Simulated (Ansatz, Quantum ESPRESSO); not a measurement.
# Re(0001), 5 layers against a metal electrode: the electrode's level over the Fermi level at a withheld member of a series

**Set-up.** Quantum ESPRESSO 7.5, PBE, GBRV ultrasoft. The slab is relaxed neutral, then held. ESM with bc3: vacuum below and a metal electrode about 6 Å above the top atoms. Cold smearing of 0.02 Ry. Charges are set per cell from the starting area. The slabs take the lattice constants of the bulk relaxed by the same program. The series steps the charge of the slab (positive: electrons removed).

| charge of the slab | electrode's level over the Fermi level (eV) |
| --- | --- |
| 1 ×10¹³ e/cm² | 5.747 |
| 2 ×10¹³ e/cm² | 6.506 |
| 3 ×10¹³ e/cm² | 7.273 |
| 4.5 ×10¹³ e/cm² | 8.431 |
| 7 ×10¹³ e/cm² | 10.385 |
| 8 ×10¹³ e/cm² | 11.173 |

To predict: What is the electrode's level over the Fermi level at 6 ×10¹³ e/cm²?

**Fit.** The rows at 4.5 ×10¹³ e/cm² and 7 ×10¹³ e/cm² give a slope of (10.385 − (8.431))/(7 − (4.5)) = 0.7816, so a straight line gives 9.603 eV. A parabola through these and the row at 3 ×10¹³ e/cm² gives 9.600 eV.

What the calculation gave: 9.599 eV. The line misses by +0.004 and the parabola by +0.001 eV. Both misses are under 5 % of the step from the nearer row.

**Limits.** Vacuum fills the gap; ions don't answer the charge; added electrons can spill towards the electrode at the most negative charges. Members without a usable value, or on the other side of zero field or charge, are not listed.
